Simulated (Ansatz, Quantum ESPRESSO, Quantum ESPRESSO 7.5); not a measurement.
# 1T-PbSTe, 1 layer: biaxial strain by an ASE script

How do the band edges of 1T-PbSTe, 1 layer move against the vacuum when the sheet is stretched?

Program: Quantum ESPRESSO 7.5. Level of theory: plane-wave DFT, PBE, GBRV ultrasoft pseudopotentials (geometry by Ansatz 0.2.0 with PAW datasets; geometry under PBE). Results are calculated unless marked as measured.

## (1) Set-up

The cell holds 3 atoms: 1 Te, 1 Pb and 1 S. Its edges and angles: a = 3.646 Å, b = 3.646 Å, c = 17.833 Å, α = 90.0°, β = 90.0°, γ = 120.0°. It derives from PbSTe. Vacuum lies along c.

As a file:

```cif
data_structure
_symmetry_space_group_name_H-M 'P 1'
_symmetry_Int_Tables_number 1
_cell_length_a 3.6457
_cell_length_b 3.6457
_cell_length_c 17.8327
_cell_angle_alpha 90.000
_cell_angle_beta 90.000
_cell_angle_gamma 120.000
_cell_volume 205.26
loop_
_atom_site_label
_atom_site_type_symbol
_atom_site_fract_x
_atom_site_fract_y
_atom_site_fract_z
_atom_site_occupancy
Te1 Te 0.66667 0.33333 0.42057 1
Pb2 Pb 0.00000 0.00000 0.51665 1
S3 S 0.33333 0.66667 0.57943 1
```

This sheet is a model structure: its symmetry is held, and its stability is not tested here.

## (2) Geometry from Ansatz

A relaxation in Ansatz fixes the structure of this slab for the runs on it.

File input.yaml:

```yaml
crystal:
  lattice:
    - [3.645692, 0.0, 0.0]
    - [-1.822846, 3.1572618864, 0.0]
    - [0.0, 0.0, 17.8327315419]
  atoms:
    - { symbol: Te, position: [0.6666666667, 0.3333333333, 0.4205749401] }
    - { symbol: Pb, position: [0.0, 0.0, 0.5166517731] }
    - { symbol: S, position: [0.3333333333, 0.6666666667, 0.5794250599] }
kpoints:
  mp_grid: { grid: [12, 12, 1] }
hamiltonian:
  xc: pbe
scf:
  occupations: { method: fermi_dirac, width: 0.05 }
  convergence: { dr2_threshold: 1.0e-08 }
efield:
  axis: 3
  dipole_correction: true
  ramp_position: 0.97
  ramp_width: 0.04
relax:
  f_tol: 0.01
  cell: { fix: [c, alpha, beta] }
output:
  write_potential: true
  write_density: true
  volumetric_format: npy
```

On the command line:

```sh
$ ansatz run input.yaml --threads 2 --pin off --max-ram 4096MiB --backend cpu --events-out ev --progress --plain --runs-dir out
```

Numbers of over 12 decimals in the logs are rounded to 6 here.

Output:

```text
Warning: relax.cell: scf.convergence.dr2_threshold = 1e-8 eV is looser than the 3e-10 eV advised for a relaxation that steers and ends on the stress (1e-10 eV for each atom of the cell: 3). What an SCF threshold leaves in a stress goes as its square root, and in the free energy as the threshold itself, and one threshold admits the most on a small cell: [figures from the program's tests cut] Set scf.convergence.dr2_threshold to 3e-10 eV or tighter. The threshold is an SCF's pass mark: one that does not reach it within its budget of iterations ends unconverged, or closes short of it on a stop that the run arms, and scf.convergence.dr2_threshold's page says what that costs each kind of run
Engine: ansatz 0.2.0, aarch64-unknown-linux-gnu
Pseudopotentials: kind: paw
Pseudopotential: Te, paw, valence charge 16, recommended cutoff 420 eV (normal), Te.paw.azcp
Pseudopotential: Pb, paw, valence charge 14, recommended cutoff 420 eV (normal), Pb.paw.azcp
Pseudopotential: S, paw, valence charge 6, recommended cutoff 420 eV (normal), S.paw.azcp
Functional definition: PBE
  parameter kappa = 0.804
  parameter beta = 0.066725
  exchange = pbe_x(kappa = kappa, mu = beta*pi^2/3)
  correlation = pbe_c(beta = beta)
Crystal: 3 atoms, lattice volume = 205.262 Å³
Basis set: ecut = 420 eV, 3935 PW (Γ), exchange–correlation on 50×50×240 points (8 copies of the dense FFT grid, shifted against one another)
Bands: 22, of which v1, the nominal top of the filled ones, is band 18 counted from 1 (17 counted from 0)
Symmetry: 6 space group operations
Space group: P3m1 (ITA 156), of the structure as read, at distance tolerance 5.9e-5 Å
k-points: 19 of 144 (time reversal used)
Non-local potential: Te, projectors of the file, l = 0: 2, l = 1: 2, l = 2: 2, l = 3: 2
Non-local potential: Pb, projectors of the file, l = 0: 2, l = 1: 2, l = 2: 2, l = 3: 2
Non-local potential: S, projectors of the file, l = 0: 2, l = 1: 2, l = 2: 2
PAW form: soft (Blöchl's): semilocal exchange-correlation on the pseudo side does not see the compensation charge
PAW one-centre angular grid: Te, 590 points (default); XC on 64 Gauss nodes
PAW one-centre angular grid: Pb, 590 points (default); XC on 64 Gauss nodes
PAW one-centre angular grid: S, 110 points (default); XC on 64 Gauss nodes
Initial density: superposition of atomic densities (neutral atoms: chi_scale 0, normalization atom), corrected by the library's trained network
Initial wavefunctions: pseudopotential atomic-orbital guess
Functional: x = pbe(κ = 0.804, μ = 0.219515), c = pbe(β = 0.066725)
SCF iter   1: F=—  HF=-19785.176793 eV  |F-HF|=—  |Δ(HF+E_count)|=         —  Δρ=1.59e-3  dr2=7.10e-3  ethr=1.77e-3  p=-0.002 e·Å  D=-1.69e-3 V/Å  ΔV_dip=0.03 eV  dr2_dipole=4.37e-4  V_vac-E_F(+/−)=4.90/4.87 eV  ⟨swp⟩=11.0  Hψ=3052  notcnv=0
efield: sawtooth ramp at fractional position 0.9700 (set: `efield.ramp_position`, or a place that a band, a saddle search or an elastic batch's reference lends), width 0.0400; the density the first Hamiltonian is built on has a dipole p = -0.002 e·Å; the dipole correction subtracts the counter field D = -1.69e-3 V/Å, which shifts the + side's vacuum level by +0.03 eV against the − side's; the planar-averaged density in the ramp window peaks in size at 3.5e-5 e/Å³
preconditioner: auto → LDOS  [metal: Δε(μ)=0.062 eV  Ē_g=14.478 eV  σ=0.050 eV  W_gap=0.28  n_scr=28 (ndim 8)  ℏωp=13.2 eV  f_vac=0.636  D(μ)=1.50/eV (n_scr^D=6)  β→1.0]
SCF iter   2: F=—  HF=-19785.177903 eV  |F-HF|=—  |Δ(HF+E_count)|=   1.11e-3  Δρ=8.50e-4  dr2=4.27e-3  ethr=1.97e-5  p=-0.005 e·Å  D=-4.83e-3 V/Å  ΔV_dip=0.09 eV  dr2_dipole=1.09e-3  V_vac-E_F(+/−)=4.95/4.86 eV  ⟨swp⟩=3.2  Hψ=1042  notcnv=0
SCF iter   3: F=—  HF=-19785.177149 eV  |F-HF|=—  |Δ(HF+E_count)|=   7.54e-4  Δρ=3.09e-4  dr2=2.11e-4  ethr=1.19e-5  p=-0.011 e·Å  D=-9.35e-3 V/Å  ΔV_dip=0.17 eV  dr2_dipole=8.57e-8  V_vac-E_F(+/−)=4.97/4.80 eV  ⟨swp⟩=2.1  Hψ=792  notcnv=0
SCF iter   4: F=—  HF=-19785.177139 eV  |F-HF|=—  |Δ(HF+E_count)|=   1.02e-5  Δρ=9.77e-5  dr2=3.69e-5  ethr=5.87e-7  p=-0.011 e·Å  D=-9.43e-3 V/Å  ΔV_dip=0.17 eV  dr2_dipole=7.39e-6  V_vac-E_F(+/−)=4.97/4.81 eV  ⟨swp⟩=2.1  Hψ=789  notcnv=0
SCF iter   5: F=—  HF=-19785.177125 eV  |F-HF|=—  |Δ(HF+E_count)|=   1.37e-5  Δρ=3.57e-5  dr2=7.03e-6  ethr=1.02e-7  p=-0.011 e·Å  D=-9.65e-3 V/Å  ΔV_dip=0.17 eV  dr2_dipole=1.68e-6  V_vac-E_F(+/−)=4.98/4.81 eV  ⟨swp⟩=2.0  Hψ=721  notcnv=0
SCF iter   6: F=—  HF=-19785.177141 eV  |F-HF|=—  |Δ(HF+E_count)|=   1.62e-5  Δρ=8.66e-6  dr2=4.23e-7  ethr=1.95e-8  p=-0.011 e·Å  D=-9.79e-3 V/Å  ΔV_dip=0.17 eV  dr2_dipole=7.13e-8  V_vac-E_F(+/−)=4.98/4.80 eV  ⟨swp⟩=2.7  Hψ=749  notcnv=0
SCF iter   7: F=—  HF=-19785.177141 eV  |F-HF|=—  |Δ(HF+E_count)|=   1.20e-7  Δρ=2.61e-6  dr2=5.12e-8  ethr=1.18e-9  p=-0.011 e·Å  D=-9.80e-3 V/Å  ΔV_dip=0.17 eV  dr2_dipole=9.44e-9  V_vac-E_F(+/−)=4.98/4.80 eV  ⟨swp⟩=2.2  Hψ=654  notcnv=0
SCF iter   8: F=-19785.177141 eV  HF=-19785.177141 eV  |F-HF|=5.30e-9  |Δ(HF+E_count)|=   1.87e-8  Δρ=8.65e-7  dr2=2.16e-9  ethr=2.78e-11  p=-0.011 e·Å  D=-9.80e-3 V/Å  ΔV_dip=0.17 eV  dr2_dipole=2.29e-10  V_vac-E_F(+/−)=4.98/4.80 eV  ⟨swp⟩=10.4  Hψ=3098  notcnv=0
SCF 1 converged in 8 iterations: F = -19785.177141 eV  dr2 = 2.16e-9
  greatest PAW one-centre occupation: 0.998 electrons in one spin orbital (limit 2), on the Te atom at site 0 (counted from 0), in its partial waves of l = 2
relax step   1: F+E_penalty+E_count = -19785.17714147 eV  Δ(F+E_penalty+E_count) = +0.000e0 eV  max|allowed force component| = 6.110e0 eV/Å  Δτ_max = 0.0000 Å  P = +12.951 GPa  Ω = 205.262 Å³  fix = [c, alpha, beta]  reactions: c +12.379 GPa  (8 SCF iters, accepted)
Crystal: 3 atoms, lattice volume = 211.860 Å³
Basis set: ecut = 420 eV, 4151 PW (Γ), exchange–correlation on 50×50×240 points (8 copies of the dense FFT grid, shifted against one another)
Initial density: handed on by an earlier stage of this run
Initial wavefunctions: those handed on with the density
iter 1 solved again at ethr=3.23e-4 eV; its pass at ethr=3.10e-3 eV (dr2=1.16e-1 eV) is discarded
SCF iter   1: F=—  HF=-19787.143351 eV  |F-HF|=—  |Δ(HF+E_count)|=         —  Δρ=5.72e-3  dr2=1.18e-1  ethr=3.23e-4  p=-0.011 e·Å  D=-9.80e-3 V/Å  ΔV_dip=0.17 eV  dr2_dipole=2.07e-2  V_vac-E_F(+/−)=4.98/4.81 eV  ⟨swp⟩=1.9  Hψ=3129  notcnv=0
[...]
relax step   7: F+E_penalty+E_count = -19788.20204631 eV  Δ(F+E_penalty+E_count) = -6.366e-3 eV  max|allowed force component| = 4.847e-2 eV/Å  Δτ_max = 0.0356 Å  P = -0.144 GPa  Ω = 228.109 Å³  energy of the carried Pulay correction = -1.225e-3 eV  fix = [c, alpha, beta]  reactions: c -0.107 GPa  (7 SCF iters, accepted)
relax step   8: F+E_penalty+E_count = -19788.20288618 eV  Δ(F+E_penalty+E_count) = -8.399e-4 eV  max|allowed force component| = 4.816e-2 eV/Å  Δτ_max = 0.0191 Å  P = +0.050 GPa  Ω = 226.728 Å³  energy of the carried Pulay correction = -1.155e-3 eV  fix = [c, alpha, beta]  reactions: c +0.083 GPa  (7 SCF iters, accepted)
relax step   9: F+E_penalty+E_count = -19788.20314783 eV  Δ(F+E_penalty+E_count) = -2.616e-4 eV  max|allowed force component| = 1.290e-2 eV/Å  Δτ_max = 0.0131 Å  P = -0.000 GPa  Ω = 226.242 Å³  energy of the carried Pulay correction = -1.130e-3 eV  fix = [c, alpha, beta]  reactions: c -0.010 GPa  (6 SCF iters, accepted)
relax step  10: F+E_penalty+E_count = -19788.20315616 eV  Δ(F+E_penalty+E_count) = -8.336e-6 eV  max|allowed force component| = 1.862e-4 eV/Å  Δτ_max = 0.0015 Å  P = +0.002 GPa  Ω = 226.401 Å³  energy of the carried Pulay correction = -1.138e-3 eV  fix = [c, alpha, beta]  reactions: c +0.002 GPa  (5 SCF iters, accepted)
Basis set: ecut = 420 eV, 4415 PW (Γ), exchange–correlation on 54×54×240 points (8 copies of the dense FFT grid, shifted against one another)
Initial wavefunctions: pseudopotential atomic-orbital guess (no wavefunctions were taken with the density)
iter 1 solved again at ethr=4.70e-7 eV; its pass at ethr=3.10e-3 eV (dr2=1.69e-4 eV) is discarded
SCF iter   1: F=—  HF=-19788.201942 eV  |F-HF|=—  |Δ(HF+E_count)|=         —  Δρ=1.65e-4  dr2=2.89e-6  ethr=4.70e-7  p=-0.050 e·Å  D=-3.97e-2 V/Å  ΔV_dip=0.71 eV  dr2_dipole=9.34e-10  V_vac-E_F(+/−)=6.01/5.30 eV  ⟨swp⟩=3.9  Hψ=3619  notcnv=0
efield: sawtooth ramp at fractional position 0.9700 (set: `efield.ramp_position`, or a place that a band, a saddle search or an elastic batch's reference lends), width 0.0400; the density the first Hamiltonian is built on has a dipole p = -0.050 e·Å; the dipole correction subtracts the counter field D = -3.97e-2 V/Å, which shifts the + side's vacuum level by +0.71 eV against the − side's; the planar-averaged density in the ramp window peaks in size at 4.0e-6 e/Å³
preconditioner: auto → LDOS  [metal: Δε(μ)=0.090 eV  Ē_g=12.478 eV  σ=0.050 eV  W_gap=0.39  n_scr=28 (ndim 8)  ℏωp=12.6 eV  f_vac=0.573  D(μ)=2.88/eV (n_scr^D=8)  β→1.0]
SCF iter   2: F=—  HF=-19788.204061 eV  |F-HF|=—  |Δ(HF+E_count)|=   2.12e-3  Δρ=1.93e-5  dr2=8.40e-7  ethr=8.03e-9  p=-0.050 e·Å  D=-3.96e-2 V/Å  ΔV_dip=0.71 eV  dr2_dipole=2.79e-11  V_vac-E_F(+/−)=6.01/5.30 eV  ⟨swp⟩=2.9  Hψ=819  notcnv=0
SCF iter   3: F=—  HF=-19788.204056 eV  |F-HF|=—  |Δ(HF+E_count)|=   4.80e-6  Δρ=6.75e-6  dr2=4.47e-8  ethr=2.33e-9  p=-0.050 e·Å  D=-3.97e-2 V/Å  ΔV_dip=0.71 eV  dr2_dipole=8.26e-10  V_vac-E_F(+/−)=6.01/5.30 eV  ⟨swp⟩=2.0  Hψ=760  notcnv=0
SCF iter   4: F=-19788.204061 eV  HF=-19788.204061 eV  |F-HF|=1.79e-7  |Δ(HF+E_count)|=   4.21e-6  Δρ=1.31e-6  dr2=3.96e-9  ethr=2.78e-11  p=-0.050 e·Å  D=-3.97e-2 V/Å  ΔV_dip=0.71 eV  dr2_dipole=1.28e-10  V_vac-E_F(+/−)=6.01/5.30 eV  ⟨swp⟩=12.2  Hψ=3375  notcnv=0
SCF 11 converged in 4 iterations: F = -19788.204061 eV  dr2 = 3.96e-9
relax step  11: F+E_penalty+E_count = -19788.20406086 eV  Δ(F+E_penalty+E_count) = -9.047e-4 eV  max|allowed force component| = 1.101e-4 eV/Å  Δτ_max = 0.0000 Å  P = -0.001 GPa  Ω = 226.401 Å³  fix = [c, alpha, beta]  reactions: c -0.000 GPa  stress off target by 8.24e-4 GPa on what of the cell is left free  SCF on the basis re-selected at this cell (its energy is not comparable with the rows above)  (4 SCF iters)
basis re-selected at this cell: Δ(F+E_penalty+E_count) = -9.047e-4 eV, ΔP = -0.002 GPa vs the last step (what re-selecting the basis moved, of the pressure what is left beyond the Pulay correction that the steps carried, after the strain that the cell walked since its last selection, with what the two solves' SCF thresholds leave and, on support functions, any second-order correction that the steps lacked; it is no measure of the basis error at this ecutwfc). The dense FFT grid was sized anew with the basis: this SCF ran on 27×27×120 points, the steps before it on 25×25×120, so part of this shift can come from that change (see relax.cell in the input reference). [rest of the remark cut]
WARN: The input density's exchange-correlation potential varies sharply where the density is thin. Do not read a vacuum level from v_tot or v_xc, or from such a field of the output density. On a cell that repeats whose density bears no net charge and no dipole along the vacuum's axis use v_es (v_loc + v_h of the components); under efield.dipole_correction with no amplitude use v_es + v_field, which holds any external [...]
SCF converged after 4 iterations
Free energy (F): -19788.204061 eV
Harris-Foulkes:  -19788.204061 eV  (|F-HF|=1.79e-7)
Internal energy: -19788.180107 eV  (E = F + TS)
E sigma→0 (E₀):  -19788.192084 eV
Entropy (-TS):   -0.023954 eV (-7.985 meV/atom)
Fermi energy:    -0.505435 eV
Dipole field:    D = -0.039735 V/Å  (p = -0.049715 e·Å, saw-weighted, corrected)
Work function:   Φ+ = 6.0085 eV   Φ− = 5.2999 eV
Levels:          The Fermi level and band energies are counted from a zero that moves with the ramp; work functions are not
--- Per-component energies (eV) ---
  E_band       = -625.973328
  E_kinetic    = 573.046042
  E_local      = -15138.587715  (includes V_loc(G=0)·N_el)
  E_nonlocal   = 69.023198
  E_hartree    = 7456.406006
  E_xc         = -439.556985
  E_vxc        = -320.506187  (∫ρ·V_xc dr)
  E_paw        = -15669.329535  (= ΣΔE_a)
  E_vpaw       = -721.393436  (= ΣTr[D̂ρ^β])
  E_aug_tail   = -0.000144  (compensation charges beyond the density's cutoff)
  E_efield     = 0.000988  (sawtooth field / dipole correction)
  E_vefield    = -0.366418  (∫n·V_field dr)
  E_ewald      = 3360.818038
  E_smearing   = -0.023954  (= −TS)
  E_closure    = -0.000000  (closes the sum)
  Σ components = -19788.204061   (vs F -19788.204061, Δ=0.00e0)
--- Forces (eV/Å), atoms counted from 1 ---
  atom   1  Te     0.00000000    -0.00000000     0.00010785
  atom   2  Pb    -0.00000000     0.00000000    -0.00011123
  atom   3  S      0.00000000    -0.00000000     0.00000010
  max |Σ_I F_I| component: 3.28e-6 eV/Å
--- Stress (GPa, compression-positive) ---
       -0.000824      -0.000000       0.000000
       -0.000000      -0.000824       0.000000
        0.000000       0.000000      -0.000225
  P = ⅓ Tr σ = -0.0006 GPa (-0.006 kbar)
--- Band table (eV; the first three rows and the last of 19) ---
  k-point 0: bands = [... 14 lower, -1.4185, -1.4185, -0.4289, 0.7221, 0.7221, 2.8381, 4.3813, 4.3813]
  k-point 1: bands = [... 14 lower, -1.8405, -1.4967, -0.3066, 0.2984, 0.6166, 3.1143, 3.9075, 4.4412]
  k-point 2: bands = [... 14 lower, -2.3153, -1.7007, -0.9928, 0.0802, 0.3588, 3.0268, 3.8181, 4.5350]
  k-point 18: bands = [... 14 lower, -3.5074, -3.4461, -2.3134, -1.4341, -1.0173, 2.7446, 2.9872, 4.4498]
--- Relaxed structure (10 steps of the walk, 10 accepted, 1 SCFs on fresh bases) ---
  F+E_penalty+E_count = -19788.20406086 eV   max|allowed force component| = 1.101e-4 eV/Å   (the final SCF, on the basis selected at the relaxed cell)
  cell:  # Å, volume = 226.4010 Å³
    - [3.828819, -1.355414728072956e-17, 0]
    - [-1.914410, 3.315855, 0]
    - [0, 0, 17.8327315419]
  atoms:
    - { symbol: Te, position: [0.666667, 0.333333, 0.382822] }
    - { symbol: Pb, position: [1.3293766805409317e-18, 0, 0.523996] }
    - { symbol: S, position: [0.333333, 0.666667, 0.609834] }
```

Run time: 34 s. Hardware: 2 threads of Arm Neoverse V2, shared host; peak memory 0.55 GiB; 67 s of CPU time.

Step by step:

```tsv
step	energy less that of the first step (eV)	largest force component (eV/Å)	pressure (GPa)	volume (Å³)
1	0.0000	6.1098	12.95	205.26
2	-1.9462	3.1452	6.57	211.86
3	-2.7688	0.9393	2.40	224.20
4	-2.9391	0.4151	0.75	235.37
5	-2.9990	0.2994	-0.21	236.65
6	-3.0185	0.1126	-0.32	232.55
7	-3.0249	0.0485	-0.14	228.11
8	-3.0257	0.0482	0.05	226.73
9	-3.0260	0.0129	0.00	226.24
10	-3.0260	0.0002	0.00	226.40
11*	-3.0269	0.0001	0.00	226.40
```

Relaxation steps marked * repeat the geometry before them on a plane-wave basis chosen anew for their cell, so energy and pressure can jump there.

```tsv
cell as run	before	after	change
a (Å)	3.646	3.829	+5.0 %
b (Å)	3.646	3.829	+5.0 %
```

The atoms that moved most (Å, along periodic axes as changes of fractional coordinates times the final cell, across vacuum about the mean position):

```tsv
atom	dx	dy	dz	length
Te1	0.000	0.000	-0.673	0.673
S3	0.000	0.000	0.542	0.542
Pb2	0.000	0.000	0.131	0.131
```

Final coordinates:

```cif
data_structure
_symmetry_space_group_name_H-M 'P 1'
_symmetry_Int_Tables_number 1
_cell_length_a 3.8288
_cell_length_b 3.8288
_cell_length_c 17.8327
_cell_angle_alpha 90.000
_cell_angle_beta 90.000
_cell_angle_gamma 120.000
_cell_volume 226.40
loop_
_atom_site_label
_atom_site_type_symbol
_atom_site_fract_x
_atom_site_fract_y
_atom_site_fract_z
_atom_site_occupancy
Te1 Te 0.66667 0.33333 0.38282 1
Pb2 Pb 0.00000 0.00000 0.52400 1
S3 S 0.33333 0.66667 0.60983 1
```

Read from the output:

* free energy: -19788.2041 eV
* energy at zero smearing: -19788.1921 eV
* smearing term TS: 0.02395 eV
* Fermi energy: -0.5054 eV
* symmetry operations: 6
* work function of the upper face: 6.008 eV
* work function of the lower face: 5.300 eV
* dipole along the normal: -0.04971 e·Å

(Part 1 of 2 ends here.)

[Logs are printed without paths, hosts, clocks, repeated set-up lines and the standing remarks that a program may print on its own settings, such as how far it seeks lower states.]

[Hosts, paths, dates, database ids (printed as entryN), source tags and the programs' standing remarks are cut or masked in the printed files.]

[Maps of the electrostatic potential energy from Ansatz leave out the sawtooth potential of an applied field or a dipole correction, so their vacuum need not be flat; planar profiles and work functions include it.]
